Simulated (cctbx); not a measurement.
# Sn2As3Ru2: precision against data quality

Space group R-3m (no. 166), a = 3.7910 Å, b = 3.7910 Å, c = 33.3350 Å, α = 90.00°, β = 90.00°, γ = 120.00°.

```csv
atom,mult.,x,y,z,Ueq (Å²)
Sn1,6,0,0,0.1308,0.0051
Ru1,6,0,0,0.2885,0.0045
As1,6,1/3,2/3,0.0952,0.0046
As2,3,0,0,0,0.0057
```

The model is made up (kin elements in a known structure type, no relaxation), so it says nothing on whether the phase exists.

Five simulated data sets (cctbx; Mo Kα, λ = 0.71073 Å; 4 % proportional error) differ in resolution or exposure (noise floor 2 counts in the first three, 8 in the last two). Each is refined with the right model, isotropic at 1.1 Å and anisotropic otherwise. How do the figures of merit and the uncertainties move?

```
d min (Å)  top counts  ⟨I/σ⟩ (unmerged, absences included)  unique  param. (scale apart)   Rint      R1  GooF  largest s.u. xyz (fractional)  s.u. U of As1 (Å²)  largest error (Å)
      1.1       20000                                  5.1      60                     7  0.036  0.0078  0.76                        0.00002              0.0004             0.0007
     0.84       20000                                  4.7     127                    11  0.031  0.0094  0.88                        0.00002              0.0002             0.0003
      0.6       20000                                  4.4     309                    11  0.036  0.0109  0.90                        0.00001              0.0001             0.0007
     0.75         300                                  0.5     168                    11  0.321  0.0703  0.95                        0.00028              0.0033             0.0130
     0.75        3000                                  2.1     168                    11  0.066  0.0241  0.95                        0.00004              0.0005             0.0023
```

The number of reflections grows roughly as 1/d³: 60, 127 and 309 here. R1 follows the noise rather than the truth: at 300 counts it is 0.0703, at 3000 counts 0.0241, while GooF is 0.95 and 0.95: the weights 1/σ² carry the noise. The s.u. of U (U11 where anisotropic) for As1 goes 0.0004, 0.0002, 0.0001 Å² with resolution and 0.0033, 0.0005 Å² with exposure.

Hardware for the 0.6 Å refinement: 1.1 s on 1 thread of Arm Neoverse V1, on a shared host, peak memory 0.09 GiB.

[Logs are printed without paths, hosts, clocks, repeated set-up lines and the standing remarks that a program may print on its own settings, such as how far it seeks lower states.]
